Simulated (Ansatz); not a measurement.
# (BP)1(AlN)3 [001] superlattice, started as zinc blende: from the cell to its phonons, part 2 of 2

How does (BP)1(AlN)3 [001] superlattice, started as zinc blende vibrate, and is this structure a minimum?

Ansatz 0.2.0; DFT PBEsol, scalar-relativistic, plane waves, PAW.

So far. Step 4 (Tight relaxation): The largest force component left is 0.19 meV/Å and the pressure is 0.003 GPa, within the tolerances set. The cell now holds 10.91 Å³/atom. The relaxed cell has a, b, c = 3.025, 3.160, 9.128 Å (conventional setting).

The structure was built from a prototype and need not be the compound's stable phase.

**5. Linear response at the zone centre**

The zone centre is the only wavevector solved here; it holds the modes that light can see, as far as symmetry allows. No field response is asked, since the mesh shows no gap.

Input file input.yaml:

```yaml
crystal:
  lattice:
    - [2.2346791378, 2.2346791378, 0.0]
    - [-2.1392978811, 2.1392978811, 0.0]
    - [0.0, 0.0, 9.1284371173]
  atoms:
    - { symbol: Al, position: [0.5, 0.5, 0.2798809581] }
    - { symbol: Al, position: [0.0, 0.0, 0.5158882914] }
    - { symbol: Al, position: [0.5, 0.5, 0.7559599116] }
    - { symbol: B, position: [0.0, 0.0, -0.0364157071] }
    - { symbol: "N", position: [0.0, 0.5, 0.3922441351] }
    - { symbol: "N", position: [0.5, 1.0, 0.6325158272] }
    - { symbol: "N", position: [0.0, 0.5, 0.8712833514] }
    - { symbol: P, position: [0.5, 1.0, 0.0886432325] }
kpoints:
  mp_grid: { grid: [12, 12, 4] }
hamiltonian:
  xc: pbesol
scf:
  occupations: { method: methfessel_paxton, width: 0.15 }
output:
  eigenvalues: true
phonons:
  method: dfpt
```

Run with:

```sh
ansatz run input.yaml --threads 8 --pin off --max-ram 14336MiB --backend cpu --events-out ev --progress --plain --runs-dir out
```

Numbers of over 12 decimals in the logs are rounded to 6 here.

The program printed:

```text
zone centre: on kpoints.mp_grid the ground state, and the responses unless they are solved on pairs of k-points, stand on 222 of the mesh's 576 k-points, reduced under 2 symmetry operations, with k and −k counted as one. Each operation leaves every solved displacement unchanged or reverses it
[...]
Crystal: 8 atoms, lattice volume = 87.280 Å³
Basis set: ecut = 420 eV, 1691 PW (Γ), exchange–correlation on 48×48×128 points (8 copies of the dense FFT grid, shifted against one another)
Bands: 24, of which v1, the nominal top of the filled ones, is band 16 counted from 1 (15 counted from 0)
Symmetry: 4 space group operations
k-points: 222 of 576 (irreducible under 2 space group operations, time reversal used)
[...]
SCF iter   1: F=—  HF=-3608.982984 eV  |F-HF|=—  |Δ(HF+E_count)|=         —  Δρ=1.13e-2  dr2=1.86e-1  ethr=1.77e-3  ⟨swp⟩=7.7  Hψ=32467  notcnv=0
[...]
SCF iter  14: F=-3608.937549 eV  HF=-3608.937549 eV  |F-HF|=7.28e-12  |Δ(HF+E_count)|=  5.91e-12  S|Δr|=    0.00e0  Δρ=5.68e-8  dr2=9.85e-12  ethr=1.00e-12  ⟨swp⟩=11.3  Hψ=29548  notcnv=0
SCF 1 converged in 14 iterations: F = -3608.937549 eV  dr2 = 9.85e-12
[...]
DFPT response loops at Γ: preconditioner auto → Kerker (q_TF=auto, 2.308 Å⁻¹) (partly filled bands, converged f_vac=0.000); β = 1.00, the filter's whole step (`scf.mixing.beta` (0.50) is not read by the response loops under this deck's `scf.mixing.preconditioner`; to damp them name `kerker` or `kerker_dos`, under which they read `scf.mixing.beta`, and type it under 1.00, their step now; both keys bind the ground state too); Broyden in place of MSR1
SCF converged after 14 iterations
[...]
Free energy (F): -3608.937549 eV
[...]
Internal energy: -3608.936515 eV  (E = F + TS)
E sigma→0 (E₀):  -3608.937291 eV
Entropy (-TS):   -0.001035 eV (-0.129 meV/atom)
Fermi energy:    10.271693 eV
[...]
--- Band table (eV; the first three rows and the last of 222) ---
  k-point 0: bands = [... 12 lower, 6.3686, 7.3012, 8.2840, 9.2999, 10.3517, 10.9524, 11.3272, 12.8253, ... 4 higher]
  k-point 1: bands = [... 12 lower, 6.3805, 6.9108, 8.2674, 9.5669, 10.3436, 10.6864, 11.5197, 12.6886, ... 4 higher]
  k-point 2: bands = [... 12 lower, 6.3608, 6.3925, 8.2508, 10.0119, 10.2280, 10.3356, 11.7428, 12.5237, ... 4 higher]
  k-point 221: bands = [... 12 lower, 4.3178, 4.3862, 4.7566, 5.1916, 10.2607, 10.9812, 11.4942, 12.4163, ... 4 higher]
--- Phonons (Γ-DFPT): 16 representative perturbations + reference, on 222 of 576 k-points (Σ response iterations 48) ---
  k mesh reduced under 2 symmetry operations, with k and −k counted as one. Each operation leaves every solved displacement unchanged or reverses it
  ASR residual: 5.010e-5 → 0.000e0 eV/Å²; symmetrization residual: 9.081e-7 eV/Å²
  ASR residual per site (eV/Å²): 5.01e-5 4.20e-5 7.97e-6 1.42e-5 3.38e-5 4.41e-5 3.90e-5 2.45e-5
  Γ frequencies (cm⁻¹): 0.00 0.00 0.00 87.98 178.26 203.30 239.14 243.35 306.83 329.44 340.78 340.90 395.69 500.56 623.12 639.45 642.25 657.76 676.96 677.48 687.85 739.09 786.98 819.10
  non-analytic LO–TO correction: not included (Born effective charges unavailable; polar crystals: no LO–TO splitting at Γ)
```

It took 87 s on 8 threads of Arm Neoverse V2, shared host; peak memory 1.9 GiB; 10 min of CPU time.

Numbers from this step:

```yaml
sum_rule_residual_before_enforcement: 5.01e-5 eV/Å²
point_group: mm2
highest_optical_mode_at_the_zone_centre_no_lo_to_term: 819.1 cm⁻¹
lowest_optical_zone_centre_mode: 87.98 cm⁻¹
```

Patterns of degenerate modes are one choice out of their space. The modes at Γ (shares of kinetic energy by element, %):

```
mode  frequency (cm⁻¹)  symmetry  Al %  B %  N %  P %
   1               0.0  acoustic    49    7   26   19
   2               0.0  acoustic    49    7   26   19
   3               0.0  acoustic    49    7   25   19
   4              88.0        B1     9   67   20    4
   5             178.3        B2    41   11   18   30
   6             203.3        B1    46   15    9   30
   7             239.1        B1    56    3   37    3
   8             243.3        B2    57    3   19   21
   9             306.8        B2    71    1   19    9
  10             329.4        A1    51    4   12   34
  11             340.8        B1    41    5   53    1
  12             340.9        A1    57    9   28    6
  13             395.7        B1    40    4   13   43
  14             500.6        A1    77    1    4   18
  15             623.1        A1    11   15   55   19
  16             639.5        B2    26    0   74    0
  17             642.2        B1    31    0   69    0
  18             657.8        B1    27    0   73    0
  19             677.0        B2    26   13   53    7
  20             677.5        A1    27    6   66    0
  21             687.9        B2    27    0   73    0
  22             739.1        A1    22    9   67    2
  23             787.0        B2     3   65   19   14
  24             819.1        A1     6   49   42    3
```

Displacements in mode 4 (88.0 cm⁻¹), the largest set to 1:
```
Al1 -0.09  0.09  0.00
Al2  0.11 -0.11  0.00
Al3  0.18 -0.18  0.00
B4  -1.00  1.00  0.00
N5   0.09 -0.09  0.00
N6   0.19 -0.19  0.00
N7   0.43 -0.43  0.00
P8  -0.15  0.15  0.00
```

Displacements in mode 12 (340.9 cm⁻¹), the largest set to 1:
```
Al1  0.00  0.00  0.99
Al2  0.00  0.00  0.67
Al3  0.00  0.00 -0.72
B4   0.00  0.00 -0.89
N5   0.00  0.00  0.91
N6   0.00  0.00 -0.08
N7   0.00  0.00 -1.00
P8   0.00  0.00 -0.43
```

Before it was imposed, the acoustic sum rule was missed by 5.0e-5 eV/Å². Small misses are needed for a sound result but don't prove that mesh and cutoff are converged. The lowest optical mode is real, 88.0 cm⁻¹.

**6. Isotope substitution, element B, natural mass 10.81 amu**

An isotope changes the mass and not the force constants, so no new electronic calculation is needed; the shifts show which modes move this element.

The same force constants with the mass of B changed from 10.810 to 10.013 u (phonopy, no LO-TO term). Both lists are sorted by frequency; levels can cross, so a row need not hold one and the same mode. Modes under 3 cm⁻¹ are left out. Isotope shifts, by row:

```csv
q,rank,natural mass (cm⁻¹),changed mass (cm⁻¹)
0 0 0,4,87.98,90.25
0 0 0,5,178.3,179
0 0 0,6,203.3,204.5
0 0 0,7,239.1,239.5
0 0 0,8,243.3,243.6
0 0 0,9,306.8,306.9
0 0 0,10,329.4,329.8
0 0 0,11,340.8,341.4
0 0 0,12,340.9,342.1
0 0 0,13,395.7,396.3
0 0 0,14,500.6,500.8
0 0 0,15,623.1,626.3
0 0 0,16,639.5,639.5
0 0 0,17,642.2,642.2
0 0 0,18,657.8,657.8
0 0 0,19,677,679
0 0 0,20,677.5,679.9
0 0 0,21,687.9,687.9
0 0 0,22,739.1,741.5
0 0 0,23,787,807.6
0 0 0,24,819.1,835.7
```

A mode of this element alone would shift by +3.90 %. The highest zone-centre frequency without the field goes from 819.1 to 835.7 cm⁻¹ (+2.0 %). The product of the frequency ratios over all optical modes at Γ is 1.114; the product rule, (m/m′)^(3k/2) (M′/M)^(3/2) with k = 1 such atoms and M the mass of the cell, gives 1.114.

**7. Isotope substitution, element N, natural mass 14.007 amu**

The same for N, from 14.01 to 15.00 u.

A mode of this element alone would shift by -3.37 %. The highest zone-centre frequency without the field goes from 819.1 to 808.0 cm⁻¹ (-1.4 %). The product of the frequency ratios over all optical modes at Γ is 0.755; the product rule, (m/m′)^(3k/2) (M′/M)^(3/2) with k = 3 such atoms and M the mass of the cell, gives 0.755.

**8. Summary of results**

```
space group after relaxation (within 0.01 Å)            : Pmm2
volume per atom                                         : 10.9 Å³
electronic character                                    : no gap on this mesh
highest optical mode at the zone centre (no LO-TO term) : 819 cm⁻¹
lowest optical zone-centre mode                         : 88.0 cm⁻¹
imaginary modes at Γ (the only wavevector solved)       : none
```

What this shows: The structure is stable against zone-centre distortions, since no mode there is imaginary; runs at other wavevectors are not part of this account. The optical modes at Γ span 88 to 819 cm⁻¹. The dispersion is not part of this account. The highest mode in this list at Γ, 819.1 cm⁻¹, has its largest share on B (49 % of the kinetic energy). With no gap, or one that is small against the smearing, the frequencies hang on the k mesh and the smearing, most of all near Kohn anomalies. The starting cell was built on a prototype and not taken from a measurement, so the phase need not exist. These are harmonic frequencies at zero temperature: anharmonic shifts, linewidths and thermal expansion are left out.

[Logs are printed without paths, hosts, clocks, repeated set-up lines and the standing remarks that a program may print on its own settings, such as how far it seeks lower states.]

[Hosts, paths, dates, database ids (printed as entryN), source tags and the programs' standing remarks are cut or masked in the printed files.]
